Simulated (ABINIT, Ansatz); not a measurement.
Entries from a set of simulations; values are calculated unless marked as measured.

```xyz
10
Lattice="0.000 3.921 3.921 3.921 0.000 3.921 3.921 3.921 0.000" Properties=species:S:1:pos:R:3 pbc="T T T" subject="K2LiAlF6 (Fm-3m): G0W0 with ABINIT, start to end" method="RPA screening on LDA, plane waves, norm-conserving pseudopotentials (and 2 further levels or steps)" program="ABINIT 10.8.3" settings="cutoff 36 Ha, PseudoDojo scalar-relativistic 0.4.1 standard, norm-conserving, ngkpt (2, 2, 2), nband 228, ecuteps 6.5 Ha, inclvkb 2, shiftk (0, 0, 0), symchi 1, awtr 1, frequency ppm, 2×2×2 k-mesh" cost="5 runs, 11 min in all on 4 MPI ranks of Arm Neoverse N1, shared host" notes="The program’s warnings: nproc spkpt=  >= nkpt= * nsppol=. The cell and positions come from the Crystallography Open Database and are kept as given unless a step says otherwise. The 2×2×2 mesh is coarse for this cell, which bears on the long-range parts of exchange and screening." lda_gap="7.55 eV, direct" g0w0_gap_on_the_mesh="11.75 eV" gw_settings="2×2×2 mesh, 228 bands, screening to 176.9 eV, Godby-Needs plasmon pole" known_limits="short of the basis limit; coarse k mesh"
K     1.960    1.960    1.960
K     5.881    5.881    5.881
Li    3.921    3.921    3.921
Al    0.000    0.000    0.000
F     1.812    3.921    3.921
F     3.921    1.812    3.921
F     6.030    3.921    3.921
F     3.921    6.030    3.921
F     3.921    3.921    1.812
F     3.921    3.921    6.030
```

[Long decimals in the printed logs are rounded to 6 places.]

[Logs are printed without paths, hosts, clocks, repeated set-up lines and the standing remarks that a program may print on its own settings, such as how far it seeks lower states.]

[Paths, hosts, dates, memory and timing lines, banners, echoed tables and standing remarks are left out of the program output; an Ansatz launch command may be rebuilt from the run's recorded settings. Measured values are a selection of at most five: reports struck by readers or far from the other reports are left out. None is set beside runs whose start may be inverted or whose files or cutoffs have a known fault.]

[Runs of the session that timed out or met a known fault of the program may be left out.]

[Hosts, paths, dates, database ids (printed as entryN), source tags and the programs' standing remarks are cut or masked in the printed files.]

[G0W0 gaps are taken among the corrected bands and points alone; a level outside them can change the order at an edge.]

[Where Ansatz stands beside ABINIT at settings called matched, ABINIT's density can come from a denser mesh and the files from another edition; pairs whose starting gaps differed by over 0.03 eV were left out, so agreement reads better than it is.]
